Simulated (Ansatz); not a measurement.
**Cu(100) film, 1 layer, flat: channels in plane against thickness**

How does quantum confinement change the conductance of Cu(100) film, 1 layer, flat and thicker films?

Method: Ansatz plane-wave DFT, PBE, PAW files; ballistic transport by layer matching (Landauer), zero bias; PAW set soft_1, in Ansatz 0.2.0.

## (1) The structure

The cell holds 1 atom: 1 Cu. Its edges and angles: a = 11.000 Å, b = 2.556 Å, c = 2.556 Å, α = 90.0°, β = 90.0°, γ = 90.0°. It derives from Cu. Vacuum lies along a. The structure's axis is c.

## (2) With 1 layer

Vacuum lies along the first vector, which takes one k-point, and the current runs in the film's plane. One period is a perfect wire, so its channels are the result. Energies from -0.27 to 0.27 eV in steps of 0.036 eV cover the slope of the Fermi function at 300 K, so the program can form a conductance.

input.yaml

```yaml
crystal:
  lattice:
    - [11.0, 0.0, 0.0]
    - [0.0, 2.5561627297, 0.0]
    - [0.0, 0.0, 2.5561627297]
  atoms:
    - { symbol: Cu, position: [0.4090909091, 0.0, 0.0] }
kpoints:
  mp_grid: { grid: [1, 16, 16] }
hamiltonian:
  xc: pbe
  pseudopotentials: { kind: paw, azcp: { folder: soft_1 } }
scf:
  occupations: { method: fermi_dirac, width: 0.1 }
output:
  transmission:
    leads: [[0, 0]]
    kmesh: [1, 36]
    e_range: [-0.27, 0.27]
    de: 0.036
```

Command:

```
ansatz run input.yaml --threads 4 --pin off --max-ram 15360MiB --backend cpu --events-out ev --progress --plain --runs-dir out
```

Numbers of over 12 decimals in the logs are rounded to 6 here.

The log of the run:

```text
Engine: ansatz 0.2.0, aarch64-unknown-linux-gnu
Pseudopotentials: kind: paw
Pseudopotential: Cu, paw, valence charge 19, recommended cutoff 420 eV (normal), soft_1/Cu.paw.azcp
Functional definition: PBE
  parameter kappa = 0.804
  parameter beta = 0.066725
  exchange = pbe_x(kappa = kappa, mu = beta*pi^2/3)
  correlation = pbe_c(beta = beta)
Crystal: 1 atoms, lattice volume = 71.874 Å³
Basis set: ecut = 420 eV, 1409 PW (Γ)
Bands: 14, of which v1, the nominal top of the filled ones, is band 10 counted from 1 (9 counted from 0)
Symmetry: 16 space group operations
Space group: P4/mmm (ITA 123), of the structure as read, at distance tolerance 4.2e-5 Å
k-points: 45 of 256
Non-local potential: Cu, projectors of the file, l = 0: 3, l = 1: 2, l = 2: 3, l = 3: 1
PAW form: soft (Blöchl's): semilocal exchange-correlation on the pseudo side does not see the compensation charge
PAW one-centre angular grid: Cu, 590 points (default); XC on 64 Gauss nodes
Initial density: superposition of atomic densities (neutral atoms: chi_scale 0, normalization atom)
Initial wavefunctions: pseudopotential atomic-orbital guess
Functional: x = pbe(κ = 0.804, μ = 0.219515), c = pbe(β = 0.066725)
SCF iter   1: F=—  HF=-6624.331645 eV  |F-HF|=—  |Δ(HF+E_count)|=         —  Δρ=7.61e-2  dr2=2.58e0  ethr=3.10e-3  ⟨swp⟩=4.6  Hψ=2986  notcnv=0
preconditioner: auto → LDOS  [metal: Δε(μ)=0.126 eV  Ē_g=7.578 eV  σ=0.100 eV  W_gap=0.29  n_scr=6 (ndim 8)  ℏωp=14.5 eV  f_vac=0.669  D(μ)=0.87/eV (n_scr^D=4)  β→1.0]
SCF iter   2: F=—  HF=-6625.321763 eV  |F-HF|=—  |Δ(HF+E_count)|=   9.90e-1  Δρ=1.15e-1  dr2=4.90e0  ethr=3.10e-3  ⟨swp⟩=3.3  Hψ=1961  notcnv=0  defer=6  recentre
SCF iter   3: F=—  HF=-6624.018502 eV  |F-HF|=—  |Δ(HF+E_count)|=    1.30e0  Δρ=2.09e-2  dr2=1.97e-1  ethr=3.10e-3  ⟨swp⟩=3.3  Hψ=1759  notcnv=0  defer=6
SCF iter   4: F=—  HF=-6623.987929 eV  |F-HF|=—  |Δ(HF+E_count)|=   3.06e-2  Δρ=2.43e-3  dr2=2.67e-3  ethr=1.03e-3  ⟨swp⟩=2.4  Hψ=1312  notcnv=0  defer=6
SCF iter   5: F=—  HF=-6623.991210 eV  |F-HF|=—  |Δ(HF+E_count)|=   3.28e-3  Δρ=1.07e-3  dr2=5.50e-4  ethr=1.40e-5  ⟨swp⟩=2.0  Hψ=1130  notcnv=0  defer=6
SCF iter   6: F=—  HF=-6623.991138 eV  |F-HF|=—  |Δ(HF+E_count)|=   7.19e-5  Δρ=2.99e-4  dr2=4.46e-5  ethr=2.90e-6  ⟨swp⟩=1.6  Hψ=754  notcnv=0  defer=6
SCF iter   7: F=—  HF=-6623.991130 eV  |F-HF|=—  |Δ(HF+E_count)|=   7.85e-6  Δρ=3.17e-5  dr2=5.73e-7  ethr=2.35e-7  ⟨swp⟩=2.4  Hψ=833  notcnv=0  defer=6
SCF iter   8: F=-6623.991130 eV  HF=-6623.991130 eV  |F-HF|=5.06e-10  |Δ(HF+E_count)|=   8.72e-8  Δρ=6.99e-7  dr2=1.55e-10  ethr=5.26e-10  ⟨swp⟩=5.0  Hψ=2148  notcnv=0
SCF 1 converged in 8 iterations: F = -6623.991130 eV  dr2 = 1.55e-10
  greatest PAW one-centre occupation: 1.000 electrons in one spin orbital (limit 2), on the Cu atom at site 0 (counted from 0), in its partial waves of l = 0
transmission: 8 of 76 steps passed
transmission: 16 of 76 steps passed
[...]
transmission: 76 of 76 steps passed
SCF converged after 8 iterations
Free energy (F): -6623.991130 eV
Harris-Foulkes:  -6623.991130 eV  (|F-HF|=5.06e-10)
Internal energy: -6623.978211 eV  (E = F + TS)
E sigma→0 (E₀):  -6623.984671 eV
Entropy (-TS):   -0.012919 eV (-12.919 meV/atom)
Fermi energy:    -1.489104 eV
--- Per-component energies (eV) ---
  E_band       = -678.199534
  E_kinetic    = 259.611517
  E_local      = -12026.307701  (includes V_loc(G=0)·N_el)
  E_nonlocal   = 900.826530
  E_hartree    = 5515.146372
  E_xc         = -65.664658
  E_vxc        = -84.489710  (∫ρ·V_xc dr)
  E_paw        = -1823.948865  (= ΣΔE_a)
  E_vpaw       = -758.134329  (= ΣTr[D̂ρ^β])
  E_aug_tail   = 0.001036  (compensation charges beyond the density's cutoff)
  E_ewald      = 616.357558
  E_smearing   = -0.012919  (= −TS)
  E_closure    = -0.000000  (closes the sum)
  Σ components = -6623.991130   (vs F -6623.991130, Δ=0.00e0)
--- Band table (eV; the first three rows and the last of 45) ---
  k-point 0: bands = [... 6 lower, -2.9479, -2.2850, -2.2850, -2.1259, -0.0938, 2.9698, 5.0222, 5.7899]
  k-point 1: bands = [... 6 lower, -2.9312, -2.3543, -2.2819, -2.1484, 0.0421, 3.0568, 5.1176, 5.8735]
  k-point 2: bands = [... 6 lower, -2.8830, -2.5251, -2.2731, -2.2120, 0.4161, 3.3181, 5.4021, 6.1246]
  k-point 44: bands = [... 6 lower, -3.0467, -2.3196, -1.7148, 4.8106, 4.8106, 7.9969, 9.4042, 10.3703]
--- Transmission ---
  basis      : 253 plane waves across, 4 finite elements along
  points     : 19, standing for a mesh of 1 x 36
  filling    : by the input's occupations and mesh, since the crystals that have channels conduct as metals do. If one of these is a semiconductor, that mesh has misplaced its level
  energies   : 16 from -0.270000 to 0.270000 eV about the Fermi level, 0.036000 eV apart; the leads are filled to 0.000000 eV, and channels, transmission and decay are at 0.018000 eV
  crystal 0  : Cu1, at the sites [0, 0], period 2.5562 Å: whole cells are its period
    offset         : up to 0.0000 Å between an atom of the period and one for which it stands
    filled         : 8.3 meV under the level at which it is neutral
    channels       : 8.055556e-1 a spin
    conductance    : 2.2197e14 S/m² at 300 K; may be off by some 0.0 % by where its bands' edges are placed, 11.9 % from the k-mesh, 0.0 % from the distance to neutral
    slowest decay  : 0.1752 /Å at (0.0000, 0.4167)
```

Elapsed: 55 s, on 4 threads of Arm Neoverse V1, shared host; peak memory 0.65 GiB.

In the SCF lines HF is the Harris–Foulkes energy and dr2 the Hartree energy of the density residual, in eV; the loop may stop once dr2 is under the threshold and the program's other checks hold. Hψ counts applications of the Hamiltonian.

This step gave:

* free energy: -6623.9911 eV
* energy at zero smearing: -6623.9847 eV
* Fermi energy: -1.489 eV
* cell area: 28.12 Å²
* estimated errors of the lead's conductance: 0, 11.9, 0 % (band edges, k-mesh, distance from neutral)
* lead conductance per cell: 0.8055 G₀

Per spin. Table of open channels, zone mean, lead by energy, zero at the Fermi level:

```csv
energy (eV),"open channels, zone mean, lead"
-0.270,0.833
-0.234,0.833
-0.198,0.806
-0.162,0.806
-0.126,0.806
-0.090,0.806
-0.054,0.806
-0.018,0.806
0.018,0.806
0.054,0.806
0.090,0.806
0.126,0.806
0.162,0.806
0.198,0.806
0.234,0.806
0.270,0.861
```

The program's largest error estimate for it is 12 %, from the k-mesh.

## (3) With 2 layers, thickness 3.615 A

The film grows to 2 layers.

System of this step: Cu(100) film, 2 layers, flat. The cell holds 2 atoms: 2 Cu. Its edges and angles: a = 12.807 Å, b = 2.556 Å, c = 2.556 Å, α = 90.0°, β = 90.0°, γ = 90.0°. It derives from Cu. Vacuum lies along a. The structure's axis is c.

input.yaml, the sections that differ from step 2:

```yaml
crystal:
  lattice:
    - [12.80748, 0.0, 0.0]
    - [0.0, 2.5561627297, 0.0]
    - [0.0, 0.0, 2.5561627297]
  atoms:
    - { symbol: Cu, position: [0.3513571757, 0.0, 0.0] }
    - { symbol: Cu, position: [0.4924840796, 0.5, 0.5] }
# kpoints, hamiltonian, scf, output: as in step 2
```

The log of the run:

```text
[...]
Crystal: 2 atoms, lattice volume = 83.684 Å³
Basis set: ecut = 420 eV, 1655 PW (Γ)
Bands: 23, of which v1, the nominal top of the filled ones, is band 19 counted from 1 (18 counted from 0)
Symmetry: 16 space group operations
[...]
k-points: 45 of 256
[...]
k-point 44: bands = [... 15 lower, -0.2418, 0.2875, 0.2875, 5.1444, 5.1444, 9.5376, 9.5376, 9.7263]
--- Transmission ---
  basis      : 291 plane waves across, 4 finite elements along
  points     : 19, standing for a mesh of 1 x 36
[...]
crystal 0  : Cu2, at the sites [0, 0], period 2.5562 Å: whole cells are its period
[...]
filled         : 9.3 meV over the level at which it is neutral
    channels       : 1.555556e0 a spin
[...]
slowest decay  : 0.1741 /Å at (0.0000, 0.5000)
[key lines of the parts left out:]
SCF converged after 8 iterations
Free energy (F): -13249.152194 eV
Fermi energy:    1.322453 eV
```

The job ended after 1.7 min (4 threads; peak memory 0.86 GiB; 6.6 min of CPU time).

This step gave:

```
free energy                                : -13249.1522 eV
energy at zero smearing                    : -13249.1412 eV
Fermi energy                               : 1.322 eV
cell area                                  : 32.74 Å²
estimated errors of the lead's conductance : 0, 7.9, 0.1 % (band edges, k-mesh, distance from neutral)
lead conductance per cell                  : 1.561 G₀
```

Per spin. Open channels, zone mean, lead against energy, zero at the Fermi level:

```csv
energy (eV),"open channels, zone mean, lead"
-0.270,1.44
-0.234,1.5
-0.198,1.56
-0.162,1.56
-0.126,1.56
-0.090,1.56
-0.054,1.56
-0.018,1.56
0.018,1.56
0.054,1.56
0.090,1.61
0.126,1.61
0.162,1.61
0.198,1.67
0.234,1.67
0.270,1.67
```

The lead conductance per cell is 1.56 G₀, 1.9 times the 0.806 G₀ of the last finished run.

## (4) With 3 layers, thickness 5.422 A

The film grows to 3 layers.

System of this step: Cu(100) film, 3 layers, flat. The cell holds 3 atoms: 3 Cu. Cell: a = 14.615 Å, b = 2.556 Å, c = 2.556 Å, α = 90.0°, β = 90.0°, γ = 90.0°. It derives from Cu. Vacuum lies along a. The structure's axis is c.

input.yaml, the sections that differ from step 3:

```yaml
crystal:
  lattice:
    - [14.61496, 0.0, 0.0]
    - [0.0, 2.5561627297, 0.0]
    - [0.0, 0.0, 2.5561627297]
  atoms:
    - { symbol: Cu, position: [0.3079036823, 0.0, 0.0] }
    - { symbol: Cu, position: [0.4315769595, 0.5, 0.5] }
    - { symbol: Cu, position: [0.5552502367, 0.0, 0.0] }
# kpoints, hamiltonian, scf, output: as in step 3
```

The log of the run:

```text
[...]
Crystal: 3 atoms, lattice volume = 95.494 Å³
Basis set: ecut = 420 eV, 1885 PW (Γ)
Bands: 35, of which v1, the nominal top of the filled ones, is band 29 counted from 1 (28 counted from 0)
Symmetry: 16 space group operations
[...]
k-points: 45 of 256
[...]
k-point 44: bands = [... 25 lower, 2.1769, 2.1773, 6.1590, 6.1590, 9.2553, 9.2553, 10.8042, 10.9656, ... 2 higher]
--- Transmission ---
  basis      : 333 plane waves across, 4 finite elements along
  points     : 19, standing for a mesh of 1 x 36
[...]
crystal 0  : Cu3, at the sites [0, 0], period 2.5562 Å: whole cells are its period
[...]
filled         : 9.7 meV over the level at which it is neutral
    channels       : 2.305556e0 a spin
[...]
[key lines of the parts left out:]
SCF converged after 11 iterations
Free energy (F): -19874.344443 eV
Fermi energy:    3.222294 eV
```

Elapsed: 3.4 min, on 4 threads; peak memory 1.2 GiB; 13 min of CPU time.

Numbers from this step:

- free energy: -19874.3444 eV
- energy at zero smearing: -19874.3257 eV
- Fermi energy: 3.222 eV
- cell area: 37.36 Å²
- estimated errors of the lead's conductance: 0, 4.6, 0.1 % (band edges, k-mesh, distance from neutral)
- lead conductance per cell: 2.228 G₀

Per spin. Open channels, zone mean, lead against energy, zero at the Fermi level:

```csv
energy (eV),"open channels, zone mean, lead"
-0.270,2.19
-0.234,2.19
-0.198,2.19
-0.162,2.19
-0.126,2.31
-0.090,2.25
-0.054,2.19
-0.018,2.19
0.018,2.31
0.054,2.19
0.090,2.25
0.126,2.31
0.162,2.31
0.198,2.25
0.234,2.25
0.270,2.31
```

The lead conductance per cell is 2.23 G₀, 43 % over the 1.56 G₀ of the last finished run.

## (5) With 4 layers, thickness 7.23 A

The film grows to 4 layers.

System of this step: Cu(100) film, 4 layers, flat. The cell holds 4 atoms: 4 Cu. Its edges and angles: a = 16.422 Å, b = 2.556 Å, c = 2.556 Å, α = 90.0°, β = 90.0°, γ = 90.0°. It derives from Cu. Vacuum lies along a. The structure's axis is c.

input.yaml, the sections that differ from step 4:

```yaml
crystal:
  lattice:
    - [16.42244, 0.0, 0.0]
    - [0.0, 2.5561627297, 0.0]
    - [0.0, 0.0, 2.5561627297]
  atoms:
    - { symbol: Cu, position: [0.2740153108, 0.0, 0.0] }
    - { symbol: Cu, position: [0.3840769094, 0.5, 0.5] }
    - { symbol: Cu, position: [0.494138508, 0.0, 0.0] }
    - { symbol: Cu, position: [0.6042001067, 0.5, 0.5] }
# kpoints, hamiltonian, scf, output: as in step 4
```

The log of the run:

```text
[...]
Crystal: 4 atoms, lattice volume = 107.304 Å³
Basis set: ecut = 420 eV, 2115 PW (Γ)
Bands: 46, of which v1, the nominal top of the filled ones, is band 38 counted from 1 (37 counted from 0)
Symmetry: 16 space group operations
[...]
k-points: 45 of 256
[...]
k-point 44: bands = [... 34 lower, 3.6536, 3.6536, 7.1682, 7.1682, 9.4024, 9.4024, 12.1048, 12.1048, ... 4 higher]
--- Transmission ---
  basis      : 375 plane waves across, 4 finite elements along
  points     : 19, standing for a mesh of 1 x 36
[...]
crystal 0  : Cu4, at the sites [0, 0], period 2.5562 Å: whole cells are its period
[...]
filled         : 13.0 meV under the level at which it is neutral
    channels       : 2.833333e0 a spin
[...]
[key lines of the parts left out:]
SCF converged after 10 iterations
Free energy (F): -26499.525925 eV
Fermi energy:    4.706735 eV
```

Wall time 4.8 min (4 threads); peak memory 1.5 GiB.

This step gave:

```
free energy                                : -26499.5259 eV
energy at zero smearing                    : -26499.5020 eV
Fermi energy                               : 4.707 eV
cell area                                  : 41.98 Å²
estimated errors of the lead's conductance : 0, 7.1, 1.2 % (band edges, k-mesh, distance from neutral)
lead conductance per cell                  : 2.754 G₀
```

Per spin. Open channels, zone mean, lead against energy, zero at the Fermi level:

```csv
energy (eV),"open channels, zone mean, lead"
-0.270,2.67
-0.234,2.67
-0.198,2.72
-0.162,2.67
-0.126,2.67
-0.090,2.67
-0.054,2.67
-0.018,2.67
0.018,2.83
0.054,2.89
0.090,3
0.126,3
0.162,2.94
0.198,2.94
0.234,3.17
0.270,3.17
```

The lead conductance per cell is 2.75 G₀, 24 % over the 2.23 G₀ of the last finished run.

## (6) With 5 layers, thickness 9.037 A

The film grows to 5 layers.

System of this step: Cu(100) film, 5 layers, flat. The cell holds 5 atoms: 5 Cu. Its edges and angles: a = 18.230 Å, b = 2.556 Å, c = 2.556 Å, α = 90.0°, β = 90.0°, γ = 90.0°. It derives from Cu. Vacuum lies along a. The structure's axis is c.

input.yaml, the sections that differ from step 5:

```yaml
crystal:
  lattice:
    - [18.22992, 0.0, 0.0]
    - [0.0, 2.5561627297, 0.0]
    - [0.0, 0.0, 2.5561627297]
  atoms:
    - { symbol: Cu, position: [0.2468469417, 0.0, 0.0] }
    - { symbol: Cu, position: [0.3459960329, 0.5, 0.5] }
    - { symbol: Cu, position: [0.4451451241, 0.0, 0.0] }
    - { symbol: Cu, position: [0.5442942152, 0.5, 0.5] }
    - { symbol: Cu, position: [0.6434433064, 0.0, 0.0] }
# kpoints, hamiltonian, scf, output: as in step 5
```

The log of the run:

```text
[...]
Crystal: 5 atoms, lattice volume = 119.114 Å³
Basis set: ecut = 420 eV, 2321 PW (Γ)
Bands: 57, of which v1, the nominal top of the filled ones, is band 48 counted from 1 (47 counted from 0)
Symmetry: 16 space group operations
[...]
k-points: 45 of 256
[...]
k-point 44: bands = [... 44 lower, 4.8285, 8.0721, 8.0721, 9.7702, 9.7702, 11.9443, 11.9443, 13.1577, ... 5 higher]
--- Transmission ---
  basis      : 413 plane waves across, 4 finite elements along
  points     : 19, standing for a mesh of 1 x 36
[...]
crystal 0  : Cu5, at the sites [0, 0], period 2.5562 Å: whole cells are its period
[...]
filled         : 0.4 meV over the level at which it is neutral
    channels       : 3.305556e0 a spin
[...]
[key lines of the parts left out:]
SCF converged after 11 iterations
Free energy (F): -33124.726477 eV
Fermi energy:    5.890255 eV
```

Run time: 8.8 min. Hardware: 4 threads; peak memory 1.9 GiB; 34 min of CPU time.

Numbers from this step:

```yaml
free_energy: -33124.7265 eV
energy_at_zero_smearing: -33124.6985 eV
fermi_energy: 5.890 eV
cell_area: 46.60 Å²
estimated_errors_of_the_lead_s_conductance: 0, 7.9, 0 % (band edges, k-mesh, distance from neutral)
lead_conductance_per_cell: 3.288 G₀
```

Per spin. Open channels, zone mean, lead against energy, zero at the Fermi level:

```csv
energy (eV),"open channels, zone mean, lead"
-0.270,3.22
-0.234,3.17
-0.198,3.11
-0.162,3.06
-0.126,3.08
-0.090,3.14
-0.054,3.19
-0.018,3.25
0.018,3.31
0.054,3.36
0.090,3.42
0.126,3.36
0.162,3.47
0.198,3.53
0.234,3.58
0.270,3.58
```

The lead conductance per cell is 3.29 G₀, 19 % over the 2.75 G₀ of the last finished run.

## (7) The ladder

Times are for 4 threads of Arm Neoverse V1, shared host. The runs compared:

```csv
no.,layers,lead conductance per cell (G₀),time,memory (GiB)
1,1,0.8055,55 s,0.65
2,2,1.561,1.7 min,0.86
3,3,2.228,3.4 min,1.2
4,4,2.754,4.8 min,1.5
5,5,3.288,8.8 min,1.9
```

The runs together. Table of open channels, zone mean by energy, zero at the Fermi level:

```csv
energy (eV),1,2,3,4,5
-0.270,0.833,1.44,2.19,2.67,3.22
-0.234,0.833,1.5,2.19,2.67,3.17
-0.198,0.806,1.56,2.19,2.72,3.11
-0.162,0.806,1.56,2.19,2.67,3.06
-0.126,0.806,1.56,2.31,2.67,3.08
-0.090,0.806,1.56,2.25,2.67,3.14
-0.054,0.806,1.56,2.19,2.67,3.19
-0.018,0.806,1.56,2.19,2.67,3.25
0.018,0.806,1.56,2.31,2.83,3.31
0.054,0.806,1.56,2.19,2.89,3.36
0.090,0.806,1.61,2.25,3,3.42
0.126,0.806,1.61,2.31,3,3.36
0.162,0.806,1.61,2.31,2.94,3.47
0.198,0.806,1.67,2.25,2.94,3.53
0.234,0.806,1.67,2.25,3.17,3.58
0.270,0.861,1.67,2.31,3.17,3.58
```

## (8) Results

| Property | Result |
| --- | --- |
| conductance per cell, 1 layer | 0.806 G₀ |
| conductance per cell, 2 layers | 1.56 G₀ |
| conductance per cell, 3 layers | 2.23 G₀ |
| conductance per cell, 4 layers | 2.75 G₀ |
| conductance per cell, 5 layers | 3.29 G₀ |

**Reading.** The conductance per cell width goes from 0.806 G0 at 1 to 3.29 G0 at 5 layers. Over the film's own cross-section (layers × spacing × width) the conductance runs from 1.4 to 1.1×10¹⁵ S/m²; that nominal section leaves out the charge that spills into the vacuum, which flatters the thinnest films. The gains from one thickness to the next are 0.76, 0.67, 0.53 and 0.53 G0 per added layer; their spread isn't beyond the error estimates. The film repeats perfectly along the current, so nothing scatters; its faces are clean and not relaxed. The program's error estimates for the conductances, leads' steps apart, run from 4.6 to 12 %.

[Logs are printed without paths, hosts, clocks, repeated set-up lines and the standing remarks that a program may print on its own settings, such as how far it seeks lower states.]

[Hosts, paths, dates, database ids (printed as entryN), source tags and the programs' standing remarks are cut or masked in the printed files.]
